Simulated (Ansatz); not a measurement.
# λ, α²F and ρ(T) of Ni(111) film of 5 layers

Aim: how strongly do electrons couple to phonons in Ni(111) film of 5 layers, and what resistivity does that give?

Method: DFT PBEsol, scalar-relativistic, plane waves, PAW; PAW set soft_1, in Ansatz 0.2.0.

## Step 1: Starting point

The cell holds 5 atoms: 5 Ni. Cell: a = 2.489 Å, b = 2.489 Å, c = 19.129 Å, α = 90.0°, β = 90.0°, γ = 120.0°. It derives from Ni. Vacuum lies along c.

Structure file:

```cif
data_structure
_symmetry_space_group_name_H-M 'P 1'
_symmetry_Int_Tables_number 1
_cell_length_a 2.4890
_cell_length_b 2.4890
_cell_length_c 19.1291
_cell_angle_alpha 90.000
_cell_angle_beta 90.000
_cell_angle_gamma 120.000
_cell_volume 102.63
loop_
_atom_site_label
_atom_site_type_symbol
_atom_site_fract_x
_atom_site_fract_y
_atom_site_fract_z
_atom_site_occupancy
Ni1 Ni 0.00000 0.00000 0.28752 1
Ni2 Ni 0.33333 0.66667 0.39376 1
Ni3 Ni 0.66667 0.33333 0.50000 1
Ni4 Ni 0.00000 0.00000 0.60624 1
Ni5 Ni 0.33333 0.66667 0.71248 1
```

## Step 2: Relaxation

The structure is brought to rest under this functional.

input.yaml

```yaml
crystal:
  lattice:
    - [2.48902, 0.0, 0.0]
    - [-1.24451, 2.15555, 0.0]
    - [0.0, 0.0, 19.12909]
  atoms:
    - { symbol: Ni, position: [0.0, 0.0, 0.28752018], spin: 0.74 }
    - { symbol: Ni, position: [0.33333333, 0.66666667, 0.39376009], spin: 0.74 }
    - { symbol: Ni, position: [0.66666667, 0.33333333, 0.5], spin: 0.7 }
    - { symbol: Ni, position: [0.0, 0.0, 0.60623991], spin: 0.74 }
    - { symbol: Ni, position: [0.33333333, 0.66666667, 0.71247982], spin: 0.74 }
  periodic: [true, true, false]
kpoints:
  mp_grid: { grid: [12, 12, 1] }
hamiltonian:
  xc: pbesol
  pseudopotentials: { kind: paw, azcp: { folder: soft_1 }, xc_functional: pbe }
scf:
  occupations: { method: gaussian, width: 0.1 }
output:
  forces: true
  stress: true
  eigenvalues: true
  populations: true
  write_density: true
  write_potential: true
  elf: true
  volumetric_format: npy
magnetization:
  spin_polarized: true
relax:
  adjacent_minimum: "off"
  f_tol: 0.005
  max_steps: 80
  cell: { stress_2d_tol: 0.02 }
```

Run with:

```sh
$ ansatz run input.yaml --threads 8 --pin off --max-ram 20480MiB --backend cpu --events-out ev --progress --plain --runs-dir out
```

Numbers of over 12 decimals in the logs are rounded to 6 here.

Log:

```text
Warning: crystal.periodic: the lattice vector that does not repeat stood 0.000° off the slab's normal, 19.129 Å along it as the deck builds it. The run solves the slab on a vector along the normal, 40.058 Å long, with every atom where it was (on the deck's vector they left 11.00 Å outside them, and the widest stretch free of ions among them is 2.03 Å). A fractional position that the run reports is one of the run's ce [...]
crystal.periodic: the lattice vector that does not repeat stood 0.000° off the slab's normal, 19.129 Å along it as the deck builds it. The run solves the slab on a vector along the normal, 40.058 Å long, with every atom where it was (on the deck's vector they left 11.00 Å outside them, and the widest stretch free of ions among them is 2.03 Å). A fractional position that the run reports is one of the run's cell, which [...]
Engine: ansatz 0.2.0, aarch64-unknown-linux-gnu
Pseudopotentials: kind: paw
Pseudopotential: Ni, paw, valence charge 18, recommended cutoff 420 eV (normal), soft_1/Ni.paw.azcp
Functional definition: PBEsol
  exchange = pbesol_x
  correlation = pbesol_c
Crystal: 5 atoms, lattice volume = 214.920 Å³
Basis set: ecut = 420 eV, 4039 PW (Γ), exchange–correlation on 36×36×540 points (8 copies of the dense FFT grid, shifted against one another)
Bands: 57, of which v1, the nominal top of the filled ones, is band 45 counted from 1 (44 counted from 0)
Symmetry: 12 space group operations
Space group: P-3m1 (ITA 164), of the structure as read, at distance tolerance 6.0e-5 Å
Magnetic group: BNS 164.85 (UNI 1315), of the structure as read, at distance tolerance 6.0e-5 Å
k-points: 19 of 144
Non-local potential: Ni, projectors of the file, l = 0: 3, l = 1: 2, l = 2: 3, l = 3: 1
PAW form: soft (Blöchl's): semilocal exchange-correlation on the pseudo side does not see the compensation charge
PAW frozen core: Ni, regenerated for the run's functional, and the local potential with it (the file was generated under x = pbe(κ = 0.804, μ = 0.219515), c = pbe(β = 0.066725))
PAW one-centre angular grid: Ni, 590 points (default); XC on 64 Gauss nodes
Initial density: superposition of atomic densities (neutral atoms: chi_scale 0, normalization atom)
Starting moments: Σ|m| = 3.66 μB on 5 of 5 sites
Initial wavefunctions: pseudopotential atomic-orbital guess
Functional: x = pbesol(κ = 0.804, μ = 0.123457), c = pbesol(β = 0.046)
SCF iter   1: F=—  HF=-29019.896102 eV  |F-HF|=—  |Δ(HF+E_count)|=         —  Δρ=3.29e-2 (↑1.02e-2 ↓3.29e-2)  dr2=4.61e0  dr2_m=3.21e-1  M=3.827 μB ∫|m|=4.018 μB  β_m=0.30  ethr=3.10e-3  ⟨swp⟩=17.2  Hψ=16484  notcnv=0  defer=52
Mixer restart at iter 1: flushing history
preconditioner: auto → LDOS  [metal: Δε(μ)=0.027 eV  Ē_g=7.789 eV  σ=0.100 eV  W_gap=0.15  n_scr=30 (ndim 8)  ℏωp=17.9 eV  f_vac=0.704  D(μ)=9.11/eV (n_scr^D=34)]
spin=Collinear: LDOS preconditioning applied to the charge; magnetization (m = ρ↑ − ρ↓) channel mixes plain (no charge-response kernel on spin).
SCF iter   2: F=—  HF=-29019.771722 eV  |F-HF|=—  |Δ(HF+E_count)|=   1.24e-1  Δρ=1.54e-2 (↑1.54e-2 ↓6.71e-3)  dr2=3.82e-1  dr2_m=1.69e-1  M=3.747 μB ∫|m|=4.021 μB  β_m=0.31  ethr=3.10e-3  ⟨swp⟩=3.1  Hψ=4252  notcnv=0  defer=170
SCF iter   3: F=—  HF=-29021.252300 eV  |F-HF|=—  |Δ(HF+E_count)|=    1.48e0  Δρ=7.95e-3 (↑7.95e-3 ↓6.87e-3)  dr2=8.40e-2  dr2_m=9.28e-2  M=3.741 μB ∫|m|=4.054 μB  β_m=0.47  ethr=4.24e-4  ⟨swp⟩=3.1  Hψ=4447  notcnv=0  defer=163
SCF iter   4: F=—  HF=-29022.812792 eV  |F-HF|=—  |Δ(HF+E_count)|=         —  Δρ=5.46e-3 (↑5.46e-3 ↓2.63e-3)  dr2=9.59e-2  dr2_m=8.26e-3  M=3.623 μB ∫|m|=4.050 μB  β_m=0.47  ethr=9.33e-5  ⟨swp⟩=3.6  Hψ=5180  notcnv=0  defer=166
SCF iter   5: F=—  HF=-29023.135604 eV  |F-HF|=—  |Δ(HF+E_count)|=   3.23e-1  Δρ=3.24e-3 (↑2.53e-3 ↓3.24e-3)  dr2=4.66e-2  dr2_m=1.53e-3  M=3.549 μB ∫|m|=4.009 μB  β_m=0.74  ethr=9.33e-5  ⟨swp⟩=3.2  Hψ=4481  notcnv=0  defer=167
SCF iter   6: F=—  HF=-29023.253612 eV  |F-HF|=—  |Δ(HF+E_count)|=   1.18e-1  Δρ=2.25e-3 (↑2.03e-3 ↓2.25e-3)  dr2=2.43e-2  dr2_m=7.67e-4  M=3.505 μB ∫|m|=3.987 μB  β_m=0.76  ethr=5.18e-5  ⟨swp⟩=2.9  Hψ=4390  notcnv=0  defer=166
SCF iter   7: F=—  HF=-29023.264766 eV  |F-HF|=—  |Δ(HF+E_count)|=   1.12e-2  Δρ=2.01e-3 (↑9.93e-4 ↓2.01e-3)  dr2=1.34e-2  dr2_m=6.72e-4  M=3.481 μB ∫|m|=3.967 μB  β_m=0.62  ethr=2.70e-5  ⟨swp⟩=2.8  Hψ=4783  notcnv=0  defer=166
SCF iter   8: F=—  HF=-29023.262173 eV  |F-HF|=—  |Δ(HF+E_count)|=   2.59e-3  Δρ=3.98e-4 (↑3.98e-4 ↓3.10e-4)  dr2=1.25e-4  dr2_m=2.07e-4  M=3.478 μB ∫|m|=3.967 μB  β_m=0.81  ethr=1.49e-5  ⟨swp⟩=2.8  Hψ=4124  notcnv=0  defer=166
SCF iter   9: F=—  HF=-29023.262163 eV  |F-HF|=—  |Δ(HF+E_count)|=   1.03e-5  Δρ=3.74e-4 (↑1.96e-4 ↓3.74e-4)  dr2=4.43e-4  dr2_m=2.08e-5  M=3.479 μB ∫|m|=3.966 μB  β_m=0.81  ethr=1.38e-7  ⟨swp⟩=3.5  Hψ=5305  notcnv=0  defer=166
SCF iter  10: F=—  HF=-29023.262233 eV  |F-HF|=—  |Δ(HF+E_count)|=   7.01e-5  Δρ=3.85e-5 (↑2.42e-5 ↓3.85e-5)  dr2=3.93e-6  dr2_m=7.54e-7  M=3.477 μB ∫|m|=3.965 μB  β_m=0.83  ethr=1.38e-7  ⟨swp⟩=2.7  Hψ=4180  notcnv=0  defer=166
SCF iter  11: F=—  HF=-29023.262236 eV  |F-HF|=—  |Δ(HF+E_count)|=   3.19e-6  Δρ=2.44e-5 (↑1.59e-5 ↓2.44e-5)  dr2=2.24e-6  dr2_m=4.87e-8  M=3.476 μB ∫|m|=3.964 μB  β_m=0.74  ethr=4.37e-9  ⟨swp⟩=4.4  Hψ=5848  notcnv=0  defer=166
SCF iter  12: F=—  HF=-29023.262235 eV  |F-HF|=—  |Δ(HF+E_count)|=   5.53e-7  Δρ=1.28e-5 (↑4.38e-6 ↓1.28e-5)  dr2=4.25e-7  dr2_m=7.49e-8  M=3.476 μB ∫|m|=3.964 μB  β_m=0.79  ethr=2.49e-9  ⟨swp⟩=2.2  Hψ=3272  notcnv=0  defer=166
SCF iter  13: F=—  HF=-29023.262236 eV  |F-HF|=—  |Δ(HF+E_count)|=   1.25e-7  Δρ=2.85e-6 (↑1.92e-6 ↓2.85e-6)  dr2=1.91e-8  dr2_m=4.69e-9  M=3.476 μB ∫|m|=3.964 μB  β_m=0.90  ethr=4.72e-10  ⟨swp⟩=2.3  Hψ=3603  notcnv=0  defer=166
iter 14 did not close the SCF: its close was put off until two iterations running show no level that it waits for move by more than its bar (scf_convergence_deferred on its scf_iter line)
SCF iter  14: F=-29023.262236 eV  HF=-29023.262236 eV  |F-HF|=5.02e-8  |Δ(HF+E_count)|=   1.32e-8  Δρ=3.05e-6 (↑1.41e-6 ↓3.05e-6)  dr2=5.38e-8  dr2_m=2.86e-9  M=3.476 μB ∫|m|=3.964 μB  β_m=0.74  ethr=2.12e-11  ⟨swp⟩=23.5  Hψ=24199  notcnv=0
SCF iter  15: F=-29023.262236 eV  HF=-29023.262236 eV  |F-HF|=5.86e-9  |Δ(HF+E_count)|=  4.73e-10  Δρ=1.02e-6 (↑3.16e-7 ↓1.02e-6)  dr2=5.62e-9  dr2_m=5.13e-10  M=3.476 μB ∫|m|=3.964 μB  ethr=2.12e-11  ⟨swp⟩=11.8  Hψ=16793  notcnv=0
SCF 1 converged in 15 iterations: F = -29023.262236 eV  dr2 = 5.62e-9
[...]
eigensolver tolerance schedule: the retry pair's looser diagonalisation over-reported the residual by 163293.20 of it (diagonalisation noise at an unbounded share of the residual, at the tolerance the schedule requests for it); recorded, not acted on — ethr = c·dr2/N_el stays at c = 1.0e-1
spin=Collinear: LDOS preconditioning applied to the charge; magnetization (m = ρ↑ − ρ↓) channel mixes plain (no charge-response kernel on spin).
SCF iter   2: F=—  HF=-29023.430652 eV  |F-HF|=—  |Δ(HF+E_count)|=   3.38e-5  Δρ=2.80e-6 (↑2.80e-6 ↓2.38e-6)  dr2=2.83e-8  dr2_m=1.31e-10  M=3.273 μB ∫|m|=3.714 μB  β_m=0.30  ethr=6.07e-12  ⟨swp⟩=7.8  Hψ=10903  notcnv=0
SCF iter   3: F=—  HF=-29023.430652 eV  |F-HF|=—  |Δ(HF+E_count)|=   1.23e-8  Δρ=7.37e-7 (↑7.37e-7 ↓4.43e-7)  dr2=1.61e-9  dr2_m=7.26e-11  M=3.273 μB ∫|m|=3.714 μB  β_m=0.31  ethr=6.07e-12  ⟨swp⟩=2.9  Hψ=4531  notcnv=0
SCF iter   4: F=—  HF=-29023.430652 eV  |F-HF|=—  |Δ(HF+E_count)|=  4.80e-10  Δρ=3.26e-7 (↑3.26e-7 ↓1.38e-7)  dr2=3.58e-10  dr2_m=3.71e-11  M=3.273 μB ∫|m|=3.714 μB  β_m=0.65  ethr=1.79e-12  ⟨swp⟩=3.5  Hψ=4553  notcnv=0
SCF iter   5: F=—  HF=-29023.430652 eV  |F-HF|=—  |Δ(HF+E_count)|=  2.18e-11  Δρ=2.40e-7 (↑2.40e-7 ↓1.63e-7)  dr2=1.65e-10  dr2_m=3.27e-11  M=3.273 μB ∫|m|=3.714 μB  β_m=0.68  ethr=1.00e-12  ⟨swp⟩=2.2  Hψ=3414  notcnv=0
SCF iter   6: F=—  HF=-29023.430652 eV  |F-HF|=—  |Δ(HF+E_count)|=  1.46e-10  Δρ=1.72e-7 (↑1.72e-7 ↓1.07e-7)  dr2=1.09e-10  dr2_m=1.39e-11  M=3.273 μB ∫|m|=3.714 μB  β_m=0.54  ethr=1.00e-12  ⟨swp⟩=1.6  Hψ=2581  notcnv=0
SCF iter   7: F=—  HF=-29023.430652 eV  |F-HF|=—  |Δ(HF+E_count)|=  9.82e-11  Δρ=1.56e-7 (↑1.56e-7 ↓9.83e-8)  dr2=8.77e-11  dr2_m=1.23e-11  M=3.273 μB ∫|m|=3.714 μB  β_m=0.43  ethr=1.00e-12  ⟨swp⟩=1.6  Hψ=2697  notcnv=0
SCF iter   8: F=—  HF=-29023.430652 eV  |F-HF|=—  |Δ(HF+E_count)|=  6.80e-10  Δρ=1.23e-7 (↑1.23e-7 ↓6.62e-8)  dr2=4.77e-11  dr2_m=3.75e-12  M=3.273 μB ∫|m|=3.714 μB  β_m=0.71  ethr=1.00e-12  ⟨swp⟩=1.3  Hψ=2398  notcnv=0
SCF iter   9: F=—  HF=-29023.430652 eV  |F-HF|=—  |Δ(HF+E_count)|=  5.38e-10  Δρ=6.22e-8 (↑6.22e-8 ↓3.52e-8)  dr2=1.28e-11  dr2_m=7.15e-13  M=3.273 μB ∫|m|=3.714 μB  β_m=0.86  ethr=1.00e-12  ⟨swp⟩=1.3  Hψ=2384  notcnv=0
SCF iter  10: F=—  HF=-29023.430652 eV  |F-HF|=—  |Δ(HF+E_count)|=  2.15e-10  Δρ=2.12e-8 (↑2.12e-8 ↓2.04e-8)  dr2=2.09e-12  dr2_m=1.67e-14  M=3.273 μB ∫|m|=3.714 μB  β_m=0.89  ethr=1.00e-12  ⟨swp⟩=1.5  Hψ=2462  notcnv=0
SCF iter  11: F=—  HF=-29023.430652 eV  |F-HF|=—  |Δ(HF+E_count)|=  2.98e-10  Δρ=1.70e-8 (↑1.70e-8 ↓6.25e-9)  dr2=6.57e-13  dr2_m=6.47e-14  M=3.273 μB ∫|m|=3.714 μB  β_m=0.78  ethr=1.00e-12  ⟨swp⟩=1.3  Hψ=2295  notcnv=0
SCF iter  12: F=-29023.430652 eV  HF=-29023.430652 eV  |F-HF|=1.52e-9  |Δ(HF+E_count)|=  6.48e-10  Δρ=1.39e-8 (↑1.39e-8 ↓1.29e-8)  dr2=1.38e-12  dr2_m=1.34e-13  M=3.273 μB ∫|m|=3.714 μB  ethr=1.00e-12  ⟨swp⟩=11.3  Hψ=14280  notcnv=0
SCF 8 converged in 12 iterations: F = -29023.430652 eV  dr2 = 1.38e-12
relax step   8: F+E_penalty+E_count = -29023.43065182 eV  Δ(F+E_penalty+E_count) = -6.787e-6 eV  max|allowed force component| = 2.415e-4 eV/Å  Δτ_max = 0.0000 Å  P = -0.004 N/m  Ω = 203.624 Å³  fix = [c, alpha, beta]  reactions: c -0.000 N/m  stress off target by 3.95e-3 N/m on what of the cell is left free  SCF on the basis re-selected at this cell (its energy is not comparable with the rows above)  (12 SCF iters)
basis re-selected at this cell: Δ(F+E_penalty+E_count) = -6.787e-6 eV, ΔP = -0.000 N/m vs the last step (what re-selecting the basis moved, of the pressure what is left beyond the Pulay correction that the steps carried, after the strain that the cell walked since its last selection, with what the two solves' SCF thresholds leave and, on support functions, any second-order correction that the steps lacked; it is no m [...]
WARN: The output density's exchange-correlation potential varies sharply where the density is thin. Do not read a vacuum level from v_tot or v_xc, or from such a field of the output density. On a cell that repeats whose density bears no net charge and no dipole along the vacuum's axis use v_es (v_loc + v_h of the components); under efield.dipole_correction with no amplitude use v_es + v_field, which holds any externa [...]
SCF converged after 12 iterations
Magnetization: 3.2733 μB (46.6367 up, 43.3633 down)
Absolute magnetization: 3.7197 μB (∫|ρ↑−ρ↓|, with the PAW one-centre terms)
Spin contamination: 0.0387 ħ² per cell (⟨S²⟩ above its minimum at these occupations)
Per-site moments (μB) at R_I (Å): [(0.676043, 0.999372), (0.711239, 0.999372), (0.687606, 0.999372), (0.711239, 0.999372), (0.676043, 0.999372)]
Free energy (F): -29023.430652 eV
Harris-Foulkes:  -29023.430652 eV  (|F-HF|=1.52e-9)
Internal energy: -29023.386070 eV  (E = F + TS)
E sigma→0 (E₀):  -29023.408361 eV
Entropy (-TS):   -0.044582 eV (-8.916 meV/atom)
Fermi energy:    -5.283613 eV
--- Per-component energies (eV) ---
  E_band       = -3528.545411
  E_kinetic    = 1700.883465
  E_local      = -983396.743367  (includes V_loc(G=0)·N_el)
  E_nonlocal   = -573.145565
  E_hartree    = 491225.498762
  E_xc         = -560.525083
  E_vxc        = -726.416485  (∫ρ·V_xc dr)
  E_paw        = -8110.027776  (= ΣΔE_a)
  E_vpaw       = -2984.126342  (= ΣTr[D̂ρ^β])
  E_aug_tail   = 0.004944  (compensation charges beyond the density's cutoff)
  E_ewald      = 470689.682104
  E_core_change = 0.986446  (= ΣΔE_core)
  E_smearing   = -0.044582  (= −TS)
  E_closure    = 0.000000  (closes the sum)
  Σ components = -29023.430652   (vs F -29023.430652, Δ=0.00e0)
--- Forces (eV/Å), atoms counted from 1 ---
  atom   1  Ni     0.00000000    -0.00000000     0.00024150
  atom   2  Ni     0.00000000    -0.00000000    -0.00012347
  atom   3  Ni     0.00000000     0.00000000     0.00000000
  atom   4  Ni    -0.00000000     0.00000000     0.00012347
  atom   5  Ni    -0.00000000     0.00000000    -0.00024150
  max |Σ_I F_I| component: 2.89e-19 eV/Å
--- 2D stress c σ (N/m, compression-positive) ---
       -0.003951       0.000000       0.000000
        0.000000      -0.003951      -0.000000
        0.000000      -0.000000      -0.000000
  P = ½ c Tr σ = -0.0040 N/m
--- Band table (eV; the first three rows and the last of 38) ---
  k-point 0 ↑: bands = [... 41 lower, -6.5869, -6.5869, -6.3251, -6.3251, -5.9998, -5.9998, -5.8988, -5.8988, ... 8 higher]
  k-point 1 ↑: bands = [... 41 lower, -6.5916, -6.5771, -6.5676, -6.4449, -6.3218, -6.0264, -6.0004, -5.8947, ... 8 higher]
  k-point 2 ↑: bands = [... 41 lower, -6.8212, -6.7598, -6.5702, -6.3214, -6.3193, -6.0050, -5.8847, -5.4695, ... 8 higher]
  k-point 18 ↓: bands = [... 41 lower, -5.3473, -5.2464, -5.2032, -5.2032, 0.0978, 0.0978, 0.3327, 0.4403, ... 8 higher]
  ° read free of the cell's end (the report's vacuum.weakly_bound_levels)
--- Relaxed structure (6 steps of the walk, 6 accepted, 2 SCFs on fresh bases) ---
  F+E_penalty+E_count = -29023.43065182 eV   max|allowed force component| = 2.415e-4 eV/Å   (the final SCF, on the basis selected at the relaxed cell)
  cell:  # Å, volume = 203.6237 Å³
    - [2.422720, 0.0, 0]
    - [-1.211360, 2.098137, 0]
    - [0, 0, 40.058182]
  atoms:
    - { symbol: Ni, position: [-6.419802581404226e-17, -3.587746627712066e-17, 0.138943] }
    - { symbol: Ni, position: [0.333333, 0.666667, 0.188559] }
    - { symbol: Ni, position: [0.666667, 0.333333, 0.238766] }
    - { symbol: Ni, position: [-6.494376504338865e-17, -3.736894473581345e-17, 0.288974] }
    - { symbol: Ni, position: [0.333333, 0.666667, 0.338589] }
--- Löwdin populations: 5 sites ---
  site symbol       q [e]    m [muB]
     0     Ni     17.7951     0.6723
     1     Ni     17.7560     0.6997
     2     Ni     17.7753     0.6823
     3     Ni     17.7560     0.6997
     4     Ni     17.7951     0.6723
  spilling = 0.012471 (of n_electrons = 90.000000)
```

Run time: 46 s. Hardware: 8 threads of Arm Neoverse V2, shared host; peak memory 1 GiB.

Step by step:

```
step  energy less that of the first step (eV)  largest force component (eV/Å)  volume (Å³)
   1                                   0.0000                          0.5005       214.92
   2                                  -0.1248                          0.2469       209.61
   3                                  -0.1692                          0.0631       202.94
   4                                  -0.1702                          0.0065       203.60
   5                                  -0.1702                          0.0007       203.59
  6*                                  -0.1684                          0.0008       203.59
   7                                  -0.1684                          0.0002       203.62
  8*                                  -0.1684                          0.0002       203.62
```

Relaxation steps marked * repeat the geometry before them on a plane-wave basis chosen anew for their cell, so energy and pressure can jump there.

The run keeps the 12 symmetry operations that it works with, so distortions that break them were not tested.

```
cell as run  before  after  change
      a (Å)   2.489  2.423  -2.7 %
      b (Å)   2.489  2.423  -2.7 %
```

The atoms that moved most (Å, along periodic axes as changes of fractional coordinates times the final cell, across vacuum about the mean position):

```
atom     dx     dy      dz  length
 Ni5  0.000  0.000  -0.066   0.066
 Ni1  0.000  0.000   0.066   0.066
 Ni2  0.000  0.000   0.021   0.021
 Ni4  0.000  0.000  -0.021   0.021
```

Final coordinates:

```xyz
5
Lattice="2.4227 0.0000 0.0000 -1.2114 2.0981 0.0000 0.0000 0.0000 40.0582" Properties=species:S:1:pos:R:3
Ni    0.0000    0.0000    5.5658
Ni    0.0000    1.3988    7.5533
Ni    1.2114    0.6994    9.5645
Ni    0.0000    0.0000   11.5758
Ni    0.0000    1.3988   13.5633
```

Numbers from this step:

```yaml
magnetization: 3.273 μB
absolute_magnetization: 3.720 μB
site_moments: 0.6760, 0.7112, 0.6876, 0.7112, 0.6760 μB
metallic_on_mesh: yes
gap_on_the_k_mesh: 0 eV
```

Spin density in the ca plane at fractional y = 0.667, with atoms of Ni within 0.2 Å of it.

Ten even steps from '0' (0.0 e/Å³) to '9' (1.9 e/Å³), each cell a mean:
```
00000000000000000000000000000000000000000000
00000000000000000000000000000000000000000000
00000000000000000000000000000000000000000000
00000000000001200000000000000021000000000000
00000000000005920000000000000285000000000000
00000000000005930000000000000295000000000000
00000000000001210000000000000021000000000000
00000000000000000000000000000000000000000000
```
Columns run along c (16.0 Å, from fractional 0.06 to 0.46 of the cell), rows up along a (2.4 Å). Atoms in or near the plane, at fractional coordinates: Ni at (0.19, 0.33), Ni at (0.34, 0.33).

ELF in the ca plane at fractional y = 0.667, with atoms of Ni within 0.2 Å of it. It is the smooth field of the valence electrons, not physical close to the nuclei.

Ten even steps from '0' (0.00) to '9' (0.93), each cell a mean:
```
00001111221222222212212222222222222100000000
00001111221222222212212222122222222100000000
00001221111212212212122211122122111100000000
00001222222224532222222222222354211100000000
00011233333227952232222222322598211000000000
00011233333228962233222222322598211000000000
00001222222224532222222222222354211100000000
00001222212212222211122212122122111100000000
```
Columns run along c (16.0 Å, from fractional 0.06 to 0.46 of the cell), rows up along a (2.4 Å). Atoms in or near the plane, at fractional coordinates: Ni at (0.19, 0.33), Ni at (0.34, 0.33).

Electrostatic potential energy in the ca plane at fractional y = 0.667, with atoms of Ni within 0.2 Å of it. With pseudopotentials it is smooth inside the atoms' cores, unlike the true potential.

Ten even steps from '0' (-28 eV) to '9' (0 eV), each cell a mean:
```
99999973004787678730047500278767899999999999
99999973004787678730047500278767899999999999
99999985226762137752368632477312689999999999
99999987667721304776688876774031179999999999
99999998888606932787889888872296069999999999
99999998888606932788889888872397069999999999
99999987667721304776788866774031179999999999
99999985236751026752368632477301589999999999
```
Columns run along c (16.0 Å, from fractional 0.06 to 0.46 of the cell; values clipped at the 3rd and 97th percentile), rows up along a (2.4 Å). Atoms in or near the plane, at fractional coordinates: Ni at (0.19, 0.33), Ni at (0.34, 0.33).

The relaxation ends with a largest force component of 2.4e-4 eV/Å.

[end of part 1 of 4]

[Logs are printed without paths, hosts, clocks, repeated set-up lines and the standing remarks that a program may print on its own settings, such as how far it seeks lower states.]

[Hosts, paths, dates, database ids (printed as entryN), source tags and the programs' standing remarks are cut or masked in the printed files.]
